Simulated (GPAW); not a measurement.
## Optical response of TaN

Aim: the dielectric function of TaN, and the optical constants that follow from it.

Program: GPAW 26.7.0. Level of theory: DFT, LDA, plane-wave PAW (GPAW data sets), scalar-relativistic, RPA, optical limit. Results are calculated unless marked as measured.

## 1. Starting point

It takes space group Fm-3m (No. 225, cubic). The conventional cell has a = 4.358 Å, b = 4.358 Å, c = 4.358 Å, α = 90.00°, β = 90.00°, γ = 90.00°. Nearest to Ta lie 6 N at 2.18 Å. N has 6 Ta at 2.18 Å nearest. Farther neighbours and most contacts between anions are not listed.

## 2. Ground state

First the ground state: is it a metal or has it a gap?

This step: DFT, LDA, plane-wave PAW (GPAW data sets), scalar-relativistic, ground state (GPAW 26.7.0).

gs.py reads:

```python
from ase import Atoms
from ase.dft.bandgap import bandgap
from gpaw import GPAW, PW, FermiDirac

atoms = Atoms(['Ta', 'N'],
              cell=[[0.000000000000, 2.179000000000, 2.179000000000],
                    [2.179000000000, 0.000000000000, 2.179000000000],
                    [2.179000000000, 2.179000000000, 0.000000000000]],
              scaled_positions=[[0.500000000000, 0.500000000000, 0.500000000000],
                                [0.000000000000, 0.000000000000, 0.000000000000]],
              pbc=[True, True, True])
atoms.calc = GPAW(mode=PW(450), xc='LDA', kpts={'size': (9, 9, 9), 'gamma': True},
                  occupations=FermiDirac(0.05), maxiter=150, txt='gs.txt')
print('energy (eV)', atoms.get_potential_energy())
print('Fermi level (eV)', atoms.calc.get_fermi_level())
print('valence electrons', atoms.calc.get_number_of_electrons())
print('gap (eV)', bandgap(atoms.calc, output=None)[0])
print('direct gap (eV)', bandgap(atoms.calc, direct=True, output=None)[0])
atoms.calc.write('gs.gpw')
```

Started as:

```bash
> OMP_NUM_THREADS=1 python gs.py
```

Numbers of over 12 decimals in the logs are rounded to 6 here.

What it wrote:

```text
__  _  _
 | _ |_)|_||  |
 |__||  | ||/\| - 26.7.0

Versions:
  Python: 3.12.14
  ASE:    3.29.0
  Numpy:  2.5.5
  Scipy:  1.18.1
  Libxc:  7.0.0

Input parameters:
  mode=PW(ecut=450.000000),
  kpts=MonkhorstPack(size=(9, 9, 9), gamma=True),
  maxiter=150,
  occupations=Occupations(name='fermi-dirac', width=0.05, fixmagmom=False),
  xc=XC(name='LDA')

Diagonalizing LCAO Hamiltonian
Converting LCAO to pw mode

              Ta

       N

Atoms  # Å, Bohr magnetons
|   | symbol |        x |        y |        z |    initial magnetic moments |
| 0 |     Ta | 2.179000 | 2.179000 | 2.179000 | ( 0.0000,  0.0000,  0.0000) |
| 1 |      N | 0.000000 | 0.000000 | 0.000000 | ( 0.0000,  0.0000,  0.0000) |

Unit cell  # Å
| periodic |        x |        y |        z |  lengths |    angles |
|      yes | 0.000000 | 2.179000 | 2.179000 | 3.081571 | 60.000000 |
|      yes | 2.179000 | 0.000000 | 2.179000 | 3.081571 | 60.000000 |
|      yes | 2.179000 | 2.179000 | 0.000000 | 3.081571 | 60.000000 |

Number of symmetries: 48
Symmetry operations  # r_c * U_cc + t_c -> r_c
|    | kind |            matrix            |
|  0 |  σ   |  1, 0, 0,  1, 0,-1,  1,-1, 0 |
|  1 |  C2  |  1, 0, 0,  1,-1, 0,  1, 0,-1 |
|  2 |  E   |  1, 0, 0,  0, 1, 0,  0, 0, 1 |
|  3 |  σ   |  1, 0, 0,  0, 0, 1,  0, 1, 0 |
|  4 |  C4  |  1, 0,-1,  1, 0, 0,  1,-1, 0 |
|  5 |  S6  |  1, 0,-1,  1,-1, 0,  1, 0, 0 |
|  6 |  σ   |  1, 0,-1,  0, 1,-1,  0, 0,-1 |
|  7 |  C3  |  1, 0,-1,  0, 0,-1,  0, 1,-1 |
|  8 |  S6  |  1,-1, 0,  1, 0, 0,  1, 0,-1 |
|  9 |  C4  |  1,-1, 0,  1, 0,-1,  1, 0, 0 |
| 10 |  C3  |  1,-1, 0,  0,-1, 1,  0,-1, 0 |
| 11 |  σ   |  1,-1, 0,  0,-1, 0,  0,-1, 1 |
| 12 |  σ   |  0, 1, 0,  1, 0, 0,  0, 0, 1 |
| 13 |  C4  |  0, 1, 0,  0, 1,-1, -1, 1, 0 |
| 14 |  C3  |  0, 1, 0,  0, 0, 1,  1, 0, 0 |
| 15 |  S6  |  0, 1, 0, -1, 1, 0,  0, 1,-1 |
| 16 |  C2  |  0, 1,-1,  1, 0,-1,  0, 0,-1 |
| 17 |  σ   |  0, 1,-1,  0, 1, 0, -1, 1, 0 |
| 18 |  S4  |  0, 1,-1,  0, 0,-1,  1, 0,-1 |
| 19 |  C4  |  0, 1,-1, -1, 1, 0,  0, 1, 0 |
| 20 |  C3  |  0, 0, 1,  1, 0, 0,  0, 1, 0 |
| 21 |  σ   |  0, 0, 1,  0, 1, 0,  1, 0, 0 |
| 22 |  S6  |  0, 0, 1,  0,-1, 1, -1, 0, 1 |
| 23 |  C4  |  0, 0, 1, -1, 0, 1,  0,-1, 1 |
| 24 |  S4  |  0, 0,-1,  1, 0,-1,  0, 1,-1 |
| 25 |  C3  |  0, 0,-1,  0, 1,-1,  1, 0,-1 |
| 26 |  C2  |  0, 0,-1,  0,-1, 0, -1, 0, 0 |
| 27 |  S6  |  0, 0,-1, -1, 0, 0,  0,-1, 0 |
| 28 |  S4  |  0,-1, 1,  1,-1, 0,  0,-1, 0 |
| 29 |  C4  |  0,-1, 1,  0, 0, 1, -1, 0, 1 |
| 30 |  C2  |  0,-1, 1,  0,-1, 0,  1,-1, 0 |
| 31 |  σ   |  0,-1, 1, -1, 0, 1,  0, 0, 1 |
| 32 |  C3  |  0,-1, 0,  1,-1, 0,  0,-1, 1 |
| 33 |  S6  |  0,-1, 0,  0, 0,-1, -1, 0, 0 |
| 34 |  S4  |  0,-1, 0,  0,-1, 1,  1,-1, 0 |
| 35 |  C2  |  0,-1, 0, -1, 0, 0,  0, 0,-1 |
| 36 |  C2  | -1, 1, 0,  0, 1, 0,  0, 1,-1 |
| 37 |  S6  | -1, 1, 0,  0, 1,-1,  0, 1, 0 |
| 38 |  S4  | -1, 1, 0, -1, 0, 1, -1, 0, 0 |
| 39 |  C3  | -1, 1, 0, -1, 0, 0, -1, 0, 1 |
| 40 |  S6  | -1, 0, 1,  0, 0, 1,  0,-1, 1 |
| 41 |  C2  | -1, 0, 1,  0,-1, 1,  0, 0, 1 |
| 42 |  C3  | -1, 0, 1, -1, 1, 0, -1, 0, 0 |
| 43 |  S4  | -1, 0, 1, -1, 0, 0, -1, 1, 0 |
| 44 |  C2  | -1, 0, 0,  0, 0,-1,  0,-1, 0 |
| 45 |  i   | -1, 0, 0,  0,-1, 0,  0, 0,-1 |
| 46 |  σ   | -1, 0, 0, -1, 1, 0, -1, 0, 1 |
| 47 |  C2  | -1, 0, 0, -1, 0, 1, -1, 1, 0 |

BZ-sampling:
  Number of BZ points: 729
  Number of IBZ points: 35

  Monkhorst-Pack size: [9, 9, 9]
  Monkhorst-Pack shift: [0, 0, 0]

K-points  # in reciprocal-cell coordinates
|     |                                coordinates |     weight |
|   0 | (  0.00000000,   0.00000000,   0.00000000) | 0.00137174 |
|   1 | (  0.11111111,   0.11111111,   0.00000000) | 0.00823045 |
|   2 | (  0.11111111,   0.11111111,   0.11111111) | 0.01097394 |
|   3 | (  0.22222222,   0.11111111,   0.11111111) | 0.01646091 |
|   4 | (  0.22222222,   0.22222222,   0.00000000) | 0.00823045 |
|   5 | (  0.22222222,   0.22222222,   0.11111111) | 0.03292181 |
|   6 | (  0.22222222,   0.22222222,   0.22222222) | 0.01097394 |
|   7 | (  0.33333333,   0.22222222,   0.11111111) | 0.03292181 |
|   8 | (  0.33333333,   0.22222222,   0.22222222) | 0.03292181 |
|   9 | (  0.33333333,   0.33333333,  -0.33333333) | 0.01646091 |
| ... |                                            |            |
|  34 | (  0.44444444,   0.44444444,   0.44444444) | 0.01097394 |

Plane wave coefficients: 459
Cutoff: 450.000000 eV

Spin-components: 1 (collinear spins)
Bands:           15
Projectors:      11
Spin-degeneracy: 2
Datatype:        complex128

Parallelization:
  kpt:    1
  domain: 1
  band:   1

Density:
  Valence electrons: 18.0
  Components: 1
  Grid points: [16 16 16]
  Charge: 0.0  # |e|

Potential:
  Grid points: [16 16 16]

species:
  Ta:
    name:    Tantalum
    id:
    Z:       73.0
    valence: 13
    core:    60
    charge:  0.0  # [|e|]
    compensation charges:
      type: gauss
      rc: 0.42  # [Å]
      lmax: 2
    cutoffs:
      filter: 2.36  # [Å]
      core: 3.45  # [Å]
    projectors
    | kind |    occ | energy [eV] | rcut [Å] |
    |   5s |  2.000 |     -72.979 |    1.365 |
    |   6s |  2.000 |      -5.599 |    1.365 |
    |   5p |  6.000 |     -39.590 |    1.349 |
    |   6p |  0.000 |      -1.483 |    1.349 |
    |   5d |  3.000 |      -3.794 |    1.307 |
    |    d |        |      23.417 |    1.307 |

    Using partial waves for Ta as LCAO basis

  N:
    name:    Nitrogen
    id:
    Z:       7.0
    valence: 5
    core:    2
    charge:  0.0  # [|e|]
    compensation charges:
      type: gauss
      rc: 0.18  # [Å]
      lmax: 2
    cutoffs:
      filter: 1.11  # [Å]
      core: 0.96  # [Å]
    projectors
    | kind |    occ | energy [eV] | rcut [Å] |
    |   2s |  2.000 |     -18.420 |    0.603 |
    |   2p |  3.000 |      -7.237 |    0.529 |
    |    s |        |       8.791 |    0.603 |
    |    p |        |      19.974 |    0.529 |
    |    d |        |       0.000 |    0.577 |

    Using partial waves for N as LCAO basis

Reference energy: -425393.194025  # eV

eigensolver:
  PPCG
  Converge bands: occupied
  niter=2

density mixing:
  MSR1-Mixer
  Pratt-step length: 0.05
  Maximum mixing coefficient: 0.75
  Old densities: 10
  SVD Regularization: 0.005
  Good broyden scale: 1.0
  Trust region scale: 1.0
  Backstep threshold: 4.0
  History deletion threshold: 6.0
  Fourier metric: weight=20.0, sigma=0.015

occupation numbers:
  Fermi-Dirac:
    width: 0.0500  # eV

poisson solver:
  ecut: 3600.000000  # eV

xc functional:
  name: None

convergence criteria:
- Maximum [total energy] change in last 3 cyles: 0.0005 eV / valence electron
- Maximum integral of absolute [dens]ity change: 0.0001 electrons / valence electron
- Maximum integral of absolute [eigenst]ate change: 4e-08 eV^2 / valence electron
maximum number of iterations: 150

SCF iterations
|iter     |      energy | eigst |  dens |
|iter:   1||  -22.651835 | +0.33 |       |
|iter:   2||  -22.250665 | -2.04 | -0.98 |
|iter:   3||  -21.259018 | -0.99 | -1.05 |
|iter:   4||  -21.257701 | -2.83 | -1.74 |
|iter:   5||  -21.259745c| -3.23 | -1.95 |
|iter:   6||  -21.259721c| -4.64 | -2.99 |
|iter:   7||  -21.259730c| -6.85 | -3.65 |
|iter:   8||  -21.259731c| -7.54c| -4.16c|

Converged in 8 steps
SCF loop duration: 3.111 s (0.389 s/step)
Energy contributions relative to reference atoms: (reference = -425393.194025)

Energy contributions:
  Kinetic:          14.139825
  Coulomb:         -12.999734
  Zero:             -0.317030
  External:          0.000000
  Xc:              -22.078751
  Entropy:          -0.008083
  Spinorbit:         0.000000
  ----------------------------
  Free energy:     -21.263772
  Extrapolated:    -21.259731

dipole moment: (-10.851213, -10.851213, -10.851213)  # |e|*Ang

Fermi level: 15.555
Eigenvalues  # (at kpt = [0.000, 0.000, 0.000])
| band index |      eig [eV] | occ [0-2] |
|          0 |       -53.553 |     2.000 |
|        ... |               |           |
|          3 |       -19.989 |     2.000 |
|          4 |        -3.316 |     2.000 |
|          5 |        11.835 |     2.000 |
|          6 |        11.835 |     2.000 |
|          7 |        11.835 |     2.000 |
|          8 |        13.482 |     2.000 |
|          9 |        13.482 |     2.000 |
|         10 |        13.482 |     2.000 |
|         11 |        15.676 |     0.164 |
|         12 |        15.676 |     0.164 |
|         13 |        17.481 |     0.000 |
|         14 |        40.369 |     0.000 |

No gap
No difference between direct/indirect transitions

--- standard output ---
energy (eV) -21.259731
Fermi level (eV) 15.554773
valence electrons 18.0
gap (eV) 0.0
direct gap (eV) 0.0
```

Run time: 4.8 s. Hardware: 1 thread of Arm Neoverse V2, shared host; peak memory 0.13 GiB.

Read-outs, printed or worked out from the files:

- energy: -21.26 eV
- Fermi energy: 15.55 eV
- electrons: 18

There are states at the Fermi level within the smearing, so the occupations stay smeared and the carriers get a Drude term.

## 3. Bands for the response

The response needs many more empty bands than the density does.

This step: DFT, LDA, plane-wave PAW (GPAW data sets), scalar-relativistic, bands at fixed density (GPAW 26.7.0).

nscf.py reads:

```python
from ase.dft.bandgap import bandgap
from gpaw import GPAW, FermiDirac

calc = GPAW('gs.gpw').fixed_density(kpts={'size': (24, 24, 24), 'gamma': True}, nbands=28, convergence={'bands': 22},
                                    occupations=FermiDirac(0.05), txt='nscf.txt')
print('gap (eV)', bandgap(calc, output=None)[0])
print('direct gap (eV)', bandgap(calc, direct=True, output=None)[0])
print('top band over the Fermi level (eV)', min(calc.get_eigenvalues(kpt=k)[21] for k in range(len(calc.get_ibz_k_points()))) - calc.get_fermi_level())
calc.write('full.gpw', mode='all')
```

Started as:

```bash
> OMP_NUM_THREADS=1 python nscf.py
```

What it wrote:

```text
Diagonalizing LCAO Hamiltonian
Converting LCAO to pw mode
convergence criteria:
- Maximum integral of absolute [eigenst]ate change: 4e-08 eV^2 / valence electron
maximum number of iterations: 150

SCF iterations
|iter     |      energy | eigst |  dens |
|iter:   1||             | +2.67 |       |
|iter:   2||             | +0.57 |       |
|iter:   3||             | -1.34 |       |
|iter:   4||             | -3.22 |       |
|iter:   5||             | -5.06 |       |
|iter:   6||             | -6.87 |       |
|iter:   7||             | -7.95c|       |
SCF steps: 7
  __  _  _
 | _ |_)|_||  |
 |__||  | ||/\| - 26.7.0

Versions:
  Python: 3.12.14
  ASE:    3.29.0
  Numpy:  2.5.5
  Scipy:  1.18.1
  Libxc:  7.0.0

Input parameters:
  mode=PW(ecut=450.000000),
  convergence={'bands': 22},
  gpts=array([16, 16, 16]),
  kpts=MonkhorstPack(size=(24, 24, 24), gamma=True),
  maxiter=150,
  nbands=28,
  occupations=Occupations(name='fermi-dirac', width=0.05, fixmagmom=False),
  parallel={},
  xc=XC(name='LDA')

--- standard output ---
gap (eV) 0.0
direct gap (eV) 0.0
top band over the Fermi level (eV) 27.539750
```

Elapsed: 60 s, on 1 thread; peak memory 0.27 GiB.

## 4. Dielectric function, RPA

Transitions between filled and empty bands, summed over the zone, give the optical response, so mesh, band count and broadening shape it.

The induced potential is part of this response.

This step: DFT, LDA, plane-wave PAW (GPAW data sets), scalar-relativistic, RPA, optical limit (GPAW 26.7.0).

df.py reads:

```python
from gpaw.response.df import DielectricFunction

df = DielectricFunction('full.gpw', frequencies={'type': 'nonlinear', 'domega0': 0.03, 'omega2': 8},
                        ecut=80,
                        eta=0.15,
                        nbands=22,
                        rate=0.03,
                        txt='df.txt')
for direction in ['x']:
    df.get_dielectric_function(xc='RPA', direction=direction, filename=f'df_{direction}.csv')
```

Started as:

```bash
> OMP_NUM_THREADS=1 python df.py
```

What it wrote:

```text
Using integrator: PointIntegrator
NonLinearFrequencyDescriptor(from 0.000 to 101.651 eV, 542 points)
Nonperiodic BCs:  [False False False]
Using integrator: PointIntegrator
NonLinearFrequencyDescriptor(from 0.000 to 101.651 eV, 542 points)
Nonperiodic BCs:  [False False False]
Using integrator: PointIntegrator

Calculating chi0 body with:
    Ground state adapter containing:
    Number of spins: 1
    Number of kpoints: 13824
    Number of irreducible kpoints: 413
    Number of completely occupied states: 8
    Number of partially occupied states: 13

    Linear response parametrization:
    q_c: [0.0, 0.0, 0.0]
    Number of frequency points: 542
    Planewave cutoff: 80.0
    Number of bands: 22
    Number of planewaves: 27
    Broadening (eta): 0.15

Integrating chi0 body.

Symmetries of q_c:
    Direct symmetries (Uq -> q): 48
    Indirect symmetries (TUq -> q): 0
In total 48 allowed symmetries.

413 groups of equivalent kpoints. 97.012442% reduction.

Integral kind: spectral function

Calculating chi0 optical extensions with:
    Ground state adapter containing:
    Number of spins: 1
    Number of kpoints: 13824
    Number of irreducible kpoints: 413
    Number of completely occupied states: 8
    Number of partially occupied states: 13

    Linear response parametrization:
    Number of frequency points: 542
    Planewave cutoff: 80.0
    Number of bands: 22
    Number of planewaves: 27
    Broadening (eta): 0.15
Integrating chi0 head and wings.

Symmetries of q_c:
    Direct symmetries (Uq -> q): 48
    Indirect symmetries (TUq -> q): 0
In total 48 allowed symmetries.

413 groups of equivalent kpoints. 97.012442% reduction.

Integral kind: spectral function wings

Calculating drude chi0 with:
    Number of frequency points:542
    Plasma frequency decay rate: 0.03 eV

    Ground state adapter containing:
    Number of spins: 1
    Number of kpoints: 13824
    Number of irreducible kpoints: 413
    Number of completely occupied states: 8
    Number of partially occupied states: 13

Symmetries of q_c:
    Direct symmetries (Uq -> q): 48
    Indirect symmetries (TUq -> q): 0
In total 48 allowed symmetries.

413 groups of equivalent kpoints. 97.012442% reduction.

Integral kind: intraband
Plasma frequency:
[[9.47-0.j 0.  +0.j 0.  +0.j]
 [0.  +0.j 9.47-0.j 0.  +0.j]
 [0.  +0.j 0.  +0.j 9.47-0.j]]
```

Wall time 19 s (1 thread); peak memory 0.26 GiB.

Read-outs, printed or worked out from the files:

- main peak of the optical conductivity above 1 eV, first axis: 10.16 eV

(Part 1 of 2 ends here.)

[Machine, clock and banner lines and Python warnings are left out of the logs.]

[Logs are printed without paths, hosts, clocks, repeated set-up lines and the standing remarks that a program may print on its own settings, such as how far it seeks lower states.]

[Hosts, paths, dates, database ids (printed as entryN), source tags and the programs' standing remarks are cut or masked in the printed files.]
